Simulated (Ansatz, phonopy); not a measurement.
# Grüneisen parameters and expansion of TiCo (Pm-3m), part 2 of 2

Aim: how the vibrations of TiCo shift with volume, and the expansion that follows. The starting cell is a computed one from a database.

Ansatz 0.2.0; DFT PBE, scalar-relativistic, plane waves, PAW.

So far. Step 13 (Phonons, V/V0 0.97): No mode is imaginary beyond numerical noise at the solved wavevectors. The highest zone-centre mode (no LO–TO term) moved by +5.8 % for a volume change of -3.0 %.

### Step 15. Lattice dynamics at this volume, V/V0 1.05

The input, input.yaml:

```yaml
crystal:
  lattice:
    - [3.0344169757, 0.0, 0.0]
    - [0.0, 3.0344169757, 0.0]
    - [0.0, 0.0, 3.0344169757]
  atoms:
    - { symbol: Ti, position: [0.0, 0.0, 0.0] }
    - { symbol: Co, position: [0.5, 0.5, 0.5], spin: 1.16 }
kpoints:
  mp_grid: { grid: [16, 16, 16] }
hamiltonian:
  xc: pbe
scf:
  occupations: { method: gaussian, width: 0.15 }
  lower_state_search: "off"
output:
  eigenvalues: true
  populations: true
magnetization:
  spin_polarized: true
phonons:
  method: dfpt
  qmesh: [4, 4, 4]
  temperatures: { t_max: 1000, t_step: 50 }
  qpath:
    path:
      - [[0.0, 0.0, 0.0], [0.0, 0.5, 0.0], [0.5, 0.5, 0.0], [0.0, 0.0, 0.0], [0.5, 0.5, 0.5], [0.0, 0.5, 0.0]]
      - [[0.5, 0.5, 0.5], [0.5, 0.5, 0.0]]
    npoints: 10
```

Run with:

```sh
$ ansatz run input.yaml --threads 8 --pin off --max-ram 16384MiB --backend cpu --events-out ev --progress --plain --runs-dir out
```

Wall time 11 min (8 threads of Arm Neoverse V1, shared host); peak memory 6.5 GiB.

No mode is imaginary beyond numerical noise at the solved wavevectors. The highest zone-centre mode (no LO–TO term) moved by -9.5 % for a volume change of +5.0 %.

### Step 16. Mode Grüneisen parameters

This step: DFT PBE, scalar-relativistic, plane waves, PAW (phonopy 4.10.0).

Numbers from this step:

- share of modes with a negative Grüneisen parameter: 0.014

Mean Grüneisen, by row:

```csv
T (K),heat-capacity-weighted mean,root mean square
50,0.883,1.064
100,1.119,1.238
200,1.204,1.306
300,1.221,1.321
500,1.23,1.328
800,1.233,1.33
```

Table of mean mode Grueneisen parameter by wavenumber:

```csv
wavenumber (cm⁻¹),mean mode Grueneisen parameter
6,-
16,-
27,-0.396
38,-0.621
49,-0.18
60,0.139
71,0.242
82,0.256
93,0.489
104,0.551
115,0.634
126,0.755
137,0.764
148,0.855
158,0.965
169,1.19
180,1.46
191,1.56
202,1.66
213,1.62
224,1.71
235,1.82
246,1.64
257,1.67
268,1.65
279,1.64
290,1.51
300,1.37
312,1.24
322,1.14
```

Volume series, by row:

```csv
V/V0,V (Å³/atom),pressure (GPa),E - E0 (meV/atom),gap (eV),zero-point energy (meV/atom),lowest on the path (cm⁻¹),highest at Gamma without the LO-TO term (cm⁻¹)
0.97,12.91,5.364,6.974,0,36.76,0,240.7
0.985,13.11,2.584,1.789,0,36.08,0,234.1
1,13.3,-0.001,0,0,35.37,0,227.5
1.015,13.5,-2.399,1.369,0,34.65,0,220.9
1.03,13.7,-4.621,5.663,0,33.91,0,214.5
1.05,13.97,-7.327,15.56,0,32.92,0,205.9
```

The optical frequency at Gamma without the LO-TO term, mode 4 by V/V0:

```csv
V/V0,"optical frequency at Gamma without the LO-TO term, mode 4 (cm⁻¹)"
0.9700,241
0.9850,234
1.0000,227
1.0150,221
1.0300,214
1.0500,206
```

Grüneisen at points, by row:

```csv
point,branch,frequency (cm⁻¹),mode Grüneisen parameter
Γ,4,227.5,1.93
X,1,161.3,1.35
X,3,167.5,1.25
X,5,184.2,1.43
X,6,329.4,1.03
M,1,145.6,0.72
M,3,159.9,0.95
M,4,165.4,1.65
M,5,279.2,1.9
R,1,178.3,1.54
R,4,270.8,1.5
```

The printed pressures lie 0.10 GPa below −dE/dV of the same runs on average, in a series that spans 13 GPa: energy and stress disagree, as they do when the basis is incomplete, so the pressures are not converged.

### Step 17. Quasi-harmonic fit by phonopy

Numbers from this step:

* volume expansion coefficient at 300 K: 23.12 1e-6/K
* isothermal bulk modulus at 300 K: 158.6 GPa
* C_P at 300 K: 23.43 J/mol-atom/K
* Grüneisen parameter at 300 K: 1.277

The energy (each curve on its own zero) by volume; values in meV/atom:

```csv
volume (Å³/atom),static,F at 0 K,F at 300 K,F at 1000 K
12.906,6.97,8.78,10.9,19.1
13.105,1.79,2.92,4.31,9.63
13.305,0,0.42,1.01,3.16
13.504,1.37,1.07,0.77,-0.45
13.704,5.66,4.63,3.39,-1.38
13.970,15.6,13.5,11.0,1.24
```

Phonopy-qha, vinet fit of F(V) at each temperature; no electronic free energy. Qha vinet, by row:

```csv
T (K),fitted volume (Å³/atom),alpha_V (1e-6/K),B_T (GPa),C_P (J/mol-atom/K),Grueneisen
100,13.37,12.17,164,14.02,1.138
150,13.38,17.52,162.8,19,1.213
200,13.39,20.34,161.5,21.39,1.245
250,13.4,22.01,160,22.67,1.264
300,13.42,23.12,158.6,23.43,1.277
350,13.44,23.96,157.1,23.92,1.288
400,13.45,24.64,155.7,24.27,1.298
450,13.47,25.22,154.2,24.52,1.307
500,13.49,25.75,152.8,24.72,1.315
550,13.5,26.25,151.4,24.89,1.323
600,13.52,26.72,150,25.03,1.332
650,13.54,27.17,148.6,25.15,1.34
700,13.56,27.61,147.2,25.26,1.348
750,13.58,28.05,145.8,25.37,1.356
800,13.6,28.48,144.4,25.47,1.364
850,13.62,28.91,143,25.56,1.372
900,13.64,29.34,141.7,25.65,1.38
950,13.66,29.77,140.4,25.74,1.388
```

Volume expansion coefficient, phonopy-qha, Vinet against temperature:

temperature (K), volume expansion coefficient, phonopy-qha, Vinet (1e-6/K) and a bar from the least value:
```
       75        8.0 
      125       15.3 ##########
      150       17.5 #############
      200       20.3 #################
      250       22.0 ###################
      300       23.1 #####################
      325       23.6 #####################
      375       24.3 ######################
      425       24.9 #######################
      450       25.2 #######################
      500       25.8 ########################
      550       26.2 #########################
      600       26.7 ##########################
      625       26.9 ##########################
      675       27.4 ##########################
      725       27.8 ###########################
      750       28.1 ###########################
      800       28.5 ############################
      850       28.9 #############################
      900       29.3 #############################
      925       29.6 #############################
      975       30.0 ##############################
```

The fit gives a volume expansion of 23.1 × 10⁻⁶/K at 300 K.

### Step 18. Outcome

```json
{
 "volume expansion coefficient at 300 K": "23.12 1e-6/K",
 "isothermal bulk modulus at 300 K": "158.6 GPa",
 "C_P at 300 K": "23.43 J/mol-atom/K",
 "Grüneisen parameter at 300 K": "1.277",
 "mean mode Grüneisen parameter at 300 K": "1.22"
}
```

Near room temperature TiCo expands by 23.1 × 10⁻⁶/K in volume by PBE, with C_P = 23.4 J/(mol K) per mole of atoms and B_T = 159 GPa. C_P at room temperature is 94 % of the classical 3R an atom. The fit leaves out the electrons' free energy, which adds to C_P and to the expansion of a metal at high temperature. The heat-capacity-weighted Grüneisen parameter goes from 0.883 at 50 K to 1.23 at 800 K. Weighting γ by the density of states and each mode's heat capacity at 300 K, modes below 110 cm⁻¹ give about 2 % of the sum of γC that drives the expansion, those up to 220 cm⁻¹ 58 % and the rest 40 %. Among the labelled points γ is largest for branch 4 at Γ (228 cm⁻¹, 1.9) and smallest for branch 1 at M (146 cm⁻¹, 0.72). The program's search for a lower electronic state was switched off, so the magnetic state used is not shown to be the lowest. The printed pressures lie 0.10 GPa below −dE/dV of the same runs on average, in a series that spans 13 GPa: energy and stress disagree, as they do when the basis is incomplete, so the pressures are not converged.

[Logs are printed without paths, hosts, clocks, repeated set-up lines and the standing remarks that a program may print on its own settings, such as how far it seeks lower states.]

[Hosts, paths, dates, database ids (printed as entryN), source tags and the programs' standing remarks are cut or masked in the printed files.]

[A step with changed settings may run another functional than the one named; its input shows which.]

[Of the runs on displaced cells, only some may be shown.]
